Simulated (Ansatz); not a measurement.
# How fast states decay through BaSeO, part 3 of 3

Aim: relax a made-up compound, BaSeO, and see how good a tunnel barrier it would be. It is built by putting Se for part of the O in the BaO2 structure of space group I4/mmm, with the volume rescaled by atomic radii. The parent structure comes from the Materials Project.

Ansatz 0.2.0; PBE DFT, plane waves, PAW files (the session's first sound run).

So far, decay constant at the filling level, zone centre (Å⁻¹): step 4 (complex bands, plane (110), k-mesh 8×8×8) 0.226; step 5 (plane (100), k-mesh 10×10×10) 0.202.

The structure was built from a prototype and need not be the compound's stable phase.

**6. Band edges at another level**

This step: LDA DFT, plane waves, PAW files (Ansatz 0.2.0).

The edges again with LDA, at the same atoms.

The input, input.yaml:

```yaml
crystal:
  lattice:
    - [-2.3293706717, 2.3293706717, 3.89522068]
    - [2.3293706717, -2.3293706717, 3.89522068]
    - [2.3293706717, 2.3293706717, -3.89522068]
  atoms:
    - { symbol: Ba, position: [0.0519723783, 0.0519723783, 0.0] }
    - { symbol: O, position: [0.3560689628, 0.3560689628, 0.0] }
    - { symbol: Se, position: [0.5919586589, 0.5919586589, 0.0] }
kpoints:
  mp_grid: { grid: [8, 8, 8] }
  band_path: { path: [VBM, CBM], npoints: 30 }
scf:
  occupations: { method: fixed }
hamiltonian:
  xc: lda
output:
  eigenvalues: true
```

Run with:

```bash
$ ansatz run input.yaml --threads 2 --pin off --max-ram 4096MiB --backend cpu --events-out ev --progress --plain --runs-dir out
```

Numbers of over 12 decimals in the logs are rounded to 6 here.

Output:

```text
[...]
Crystal: 3 atoms, lattice volume = 84.541 Å³
Basis set: ecut = 420 eV, 1645 PW (Γ)
Bands: 20, of which v1, the nominal top of the filled ones, is band 16 counted from 1 (15 counted from 0)
Symmetry: 8 space group operations
[...]
k-points: 59 of 512 (time reversal used)
[...]
SCF iter   1: F=—  HF=-11720.075549 eV  |F-HF|=—  |Δ(HF+E_count)|=         —  Δρ=7.32e-3  dr2=3.52e-2  ethr=1.77e-3  ⟨swp⟩=4.9  Hψ=5418  notcnv=0  defer=98
[...]
SCF iter   7: F=-11720.067226 eV  HF=-11720.067226 eV  |F-HF|=6.35e-9  |Δ(HF+E_count)|=   4.76e-8  Δρ=4.77e-6  dr2=9.83e-9  ethr=3.13e-10  ⟨swp⟩=6.3  Hψ=5393  notcnv=0
SCF 1 converged in 7 iterations: F = -11720.067226 eV  dr2 = 9.83e-9
[...]
SCF converged after 7 iterations
Free energy (F): -11720.067226 eV
[...]
Internal energy: -11720.067226 eV  (E = F + TS)
E sigma→0 (E₀):  -11720.067226 eV
Fermi energy:    6.205723 eV
[...]
--- Band table (eV; the first three rows and the last of 59) ---
  k-point 0: bands = [... 12 lower, 2.9752, 2.9752, 5.4208, 5.4208, 8.3264, 8.4298, 9.2238, 10.0502]
  k-point 1: bands = [... 12 lower, 2.7551, 2.9444, 5.2268, 5.2870, 8.7826, 8.9129, 9.3627, 10.7523]
  k-point 2: bands = [... 12 lower, 2.4530, 2.8880, 5.0501, 5.3632, 8.9000, 9.8494, 10.0009, 10.8761]
  k-point 58: bands = [... 12 lower, 2.9169, 2.9169, 6.2057, 6.2057, 7.6021, 7.7507, 10.5208, 10.6911]
```

Elapsed: 14 s, on 2 threads of Arm Neoverse V2, shared host; peak memory 0.41 GiB; 27 s of CPU time.

Numbers from this step:

- free energy: -11720.0672 eV
- Fermi energy: 6.206 eV
- gap on the k-mesh: 1.082 eV
- gap on path: 1.047 eV, by band count; negative where bands overlap
- direct gap on path: 1.295 eV
- edge places on path: 0, 1.940 1/A along the path

Electronic bands along the path, in eV, zero at the Fermi level (highest filled level under fixed occupations); v1 is the highest filled band, c1 the lowest empty one:

```tsv
point	v4	v3	v2	v1	c1	c2	c3	c4
VBM	-3.29	-3.29	0.00	0.00	1.40	1.54	4.32	4.49
halfway	-3.50	-3.40	-1.21	-0.24	2.12	4.14	4.45	4.77
CBM	-3.29	-3.29	-0.25	-0.25	1.05	1.67	3.29	4.11
```

The electronic bands as a text plot (rows in eV, shown from -4.8 to 4.1 only; labels by their first letter):

```
    3.9 |                ++   ++++      +++++++++    +++++      +
    3.6 |              ++                        ++       ++++++
    3.2 |            ++                            ++           +
    2.8 |          ++                                ++
    2.4 |        ++                                    ++
    2.1 |       +  ++++++++++++++++++++++++++            +++
    1.7 |++++++++++                          ++++++++       +++++
    1.3 |+++                                         +++++++
    1.0 |                                                   +++++
    0.6 |
    0.2 |
   -0.2 |********************************************************
   -0.5 |       ***                                    *******
   -0.9 |          ****                          ******
   -1.3 |              **************************
   -1.6 |
   -2.0 |
   -2.4 |
   -2.7 |
   -3.1 |***                                                  ***
   -3.5 | ******************************************************
   -3.9 |            ****                      ********
   -4.2 |                                            ************
   -4.6 |********************************************
         V                                                      C
```

The searched edges give 1.05 eV, under the 1.08 eV of the mesh, which misses an edge.

**7. Complex bands at another level**

This step: LDA DFT, plane waves, PAW files; complex bands by layer matching along the plane's normal (Ansatz 0.2.0).

The complex bands at that level, over its own gap, at (0, 0) and (0.2812, 0.2812).

The input, input.yaml:

```yaml
crystal:
  lattice:
    - [5.101438973, 0.0, 0.0]
    - [0.846978415, 5.030636855, 0.0]
    - [2.127230279, -2.515318427, 3.294227596]
  atoms:
    - { symbol: Ba, position: [0.0519723783, 0.0519723783, 0.0] }
    - { symbol: O, position: [0.3560689628, 0.3560689628, 0.0] }
    - { symbol: Se, position: [0.5919586589, 0.5919586589, 0.0] }
kpoints:
  mp_grid: { grid: [8, 8, 8] }
scf:
  occupations: { method: fixed }
hamiltonian:
  xc: lda
output:
  eigenvalues: true
  transmission:
    leads: [[0, 0]]
    kpoints: [[0.0, 0.0], [0.2812, 0.2812]]
    e_range: [-1.0, 2.05]
    de: 0.06
```

Output:

```text
[...]
Crystal: 3 atoms, lattice volume = 84.541 Å³
Basis set: ecut = 420 eV, 1645 PW (Γ)
Bands: 20, of which v1, the nominal top of the filled ones, is band 16 counted from 1 (15 counted from 0)
Symmetry: 8 space group operations
[...]
k-points: 59 of 512 (time reversal used)
[...]
SCF iter   1: F=—  HF=-11720.075565 eV  |F-HF|=—  |Δ(HF+E_count)|=         —  Δρ=7.33e-3  dr2=3.53e-2  ethr=1.77e-3  ⟨swp⟩=4.8  Hψ=5418  notcnv=0  defer=98
[...]
SCF iter   7: F=-11720.067226 eV  HF=-11720.067226 eV  |F-HF|=6.30e-9  |Δ(HF+E_count)|=   4.92e-8  Δρ=4.72e-6  dr2=9.66e-9  ethr=3.13e-10  ⟨swp⟩=6.3  Hψ=5377  notcnv=0
SCF 1 converged in 7 iterations: F = -11720.067226 eV  dr2 = 9.66e-9
[...]
transmission: 5 of 10 steps passed
transmission: 10 of 10 steps passed
SCF converged after 7 iterations
Free energy (F): -11720.067226 eV
[...]
Internal energy: -11720.067226 eV  (E = F + TS)
E sigma→0 (E₀):  -11720.067226 eV
Fermi energy:    6.205723 eV
[...]
--- Band table (eV; the first three rows and the last of 59) ---
  k-point 0: bands = [... 12 lower, 2.9752, 2.9752, 5.4208, 5.4208, 8.3264, 8.4298, 9.2238, 10.0502]
  k-point 1: bands = [... 12 lower, 2.7551, 2.9444, 5.2268, 5.2870, 8.7826, 8.9129, 9.3627, 10.7523]
  k-point 2: bands = [... 12 lower, 2.4530, 2.8880, 5.0501, 5.3632, 8.8999, 9.8494, 10.0009, 10.8761]
  k-point 58: bands = [... 12 lower, 2.9169, 2.9169, 6.2057, 6.2057, 7.6021, 7.7507, 10.5208, 10.6911]
--- Transmission ---
  basis      : 223 plane waves across, 5 finite elements along
  points     : 2, as listed
[...]
crystal 0  : Ba1O1Se1, at the sites [0, 0], period 3.2942 Å: whole cells are its period
[...]
channels       : 0.000000e0 a spin
[...]
slowest decay  : 0.1922 /Å at (0.2812, 0.2812)
```

Wall time 27 s (2 threads); peak memory 0.6 GiB.

This step gave:

| Property | Result |
| --- | --- |
| level to which the leads are filled | 0.5409 eV from the Fermi level |
| decay constant at the filling level, zone centre | 0.213 Å⁻¹ |
| decay constant at the filling level, slowest listed point | 0.1922 Å⁻¹ |

K parallel (0, 0); values up to 1.5 1/Å, a degenerate pair printed once or twice; energies at which all values exceed this have no row. The Im kz of the slowest decaying states by energy, zero at the highest filled level on the SCF mesh:

```tsv
energy (eV)	decay 1 (Å⁻¹)	decay 2 (Å⁻¹)	decay 3 (Å⁻¹)	decay 4 (Å⁻¹)
-1.000	0.0387	0.612	0.709	0.732
-0.820	0.612	0.722	0.751	1.15
-0.580	0.142	0.243	0.613	0.742
-0.400	0.174	0.303	0.615	0.757
-0.220	0.193	0.336	0.616	0.773
0.020	0.144	0.206	0.357	0.618
0.200	0.199	0.211	0.363	0.617
0.380	0.214	0.232	0.363	0.615
0.620	0.212	0.259	0.354	0.609
0.800	0.209	0.272	0.344	0.603
0.980	0.203	0.281	0.329	0.594
1.220	0.191	0.286	0.304	0.578
1.400	0.178	0.281	0.287	0.562
1.580	0.161	0.252	0.284	0.544
1.820	0.129	0.204	0.274	0.515
2.000	0.0862	0.154	0.262	0.487
```

K parallel (0.2812, 0.2812); values up to 1.5 1/Å, a degenerate pair printed once or twice; energies at which all values exceed this have no row. Table of Im kz of the slowest decaying states by energy, zero at the highest filled level on the SCF mesh:

```tsv
energy (eV)	decay 1 (Å⁻¹)	decay 2 (Å⁻¹)	decay 3 (Å⁻¹)	decay 4 (Å⁻¹)
-1.00	0.101	0.560	0.679	0.708
-0.88	0.571	0.655	0.711	0.977
-0.70	0.148	0.536	0.589	0.782
-0.52	0.211	0.571	0.605	0.884
-0.40	0.234	0.615	0.646	0.922
-0.28	0.251	0.623	0.684	0.907
-0.10	0.117	0.213	0.268	0.632
0.02	0.148	0.255	0.277	0.636
0.08	0.159	0.267	0.280	0.636
0.20	0.174	0.281	0.286	0.636
0.32	0.185	0.286	0.290	0.633
0.50	0.192	0.285	0.293	0.622
0.68	0.189	0.274	0.293	0.604
0.80	0.177	0.264	0.292	0.588
0.92	0.149	0.250	0.289	0.568
1.10	0.224	0.280	0.387	0.686
1.28	0.190	0.264	0.312	0.729
1.40	0.160	0.242	0.289	0.724
1.52	0.122	0.190	0.275	0.710
1.70	0.230	0.260	0.688	0.796
1.88	0.247	0.318	0.664	0.795
2.00	0.239	0.357	0.647	0.785
```

K parallel (0.2812, 0.2812). The Re kz of states that move upwards by energy, zero at the highest filled level on the SCF mesh:

```tsv
energy (eV)	channel 1 (Å⁻¹)	channel 2 (Å⁻¹)
-1.00	-	-
-0.88	-0.443	0.805
-0.70	-0.305	-
-0.58	-0.236	-
-0.40	-0.323	-0.140
-0.28	-0.122	-0.0593
-0.16	-	-
0.02	-	-
0.14	-	-
0.26	-	-
0.44	-	-
0.56	-	-
0.74	-	-
0.86	-	-
0.98	-	-
1.16	0.200	-
1.28	0.331	-
1.40	0.455	-
1.58	0.739	-
1.70	0.0518	-
1.88	0.146	-
2.00	0.185	-
```

At the listed wavevectors the last open channel is at -0.16 eV and the next at +1.10 eV on the grid. At +0.56 eV, the grid energy nearest the filling level (the middle of the gap on the SCF mesh), the slowest state at the listed wavevectors decays with κ = 0.192 Å⁻¹, its amplitude falling by e over 5.2 Å; the first such run, plane (110), gave 0.206 Å⁻¹ over as many of its listed wavevectors.

**8. Summary of results**

```
band gap                                         : 1.22 eV
least decay constant at mid-gap, normal to (110) : 0.196 Å⁻¹
least decay constant at mid-gap, normal to (100) : 0.202 Å⁻¹
least decay constant, LDA                        : 0.192 Å⁻¹
```

**Reading.** With PBE, the slowest decay at the wavevectors tried is κ = 0.196 Å⁻¹, normal to (110). Through such a film the transmission near mid-gap falls as exp(−2κd), a factor of ten every 5.9 Å. The directions tried decay at nearly the same rate. A free electron under a barrier of half the gap would need a mass of 0.24 mₑ to decay at this rate. The slowest decay isn't at the zone centre. With LDA the gap goes from 1.22 to 1.05 eV and the decay constant, over the first 2 listed wavevectors (which shift with the band edges), from 0.206 to 0.192 Å⁻¹. The compound is made up by substitution; its stability against other phases and against distortions of the cell's symmetry was not tested. A semilocal functional narrows gaps, so real decay constants are likely larger.

[Logs are printed without paths, hosts, clocks, repeated set-up lines and the standing remarks that a program may print on its own settings, such as how far it seeks lower states.]

[Hosts, paths, dates, database ids (printed as entryN), source tags and the programs' standing remarks are cut or masked in the printed files.]
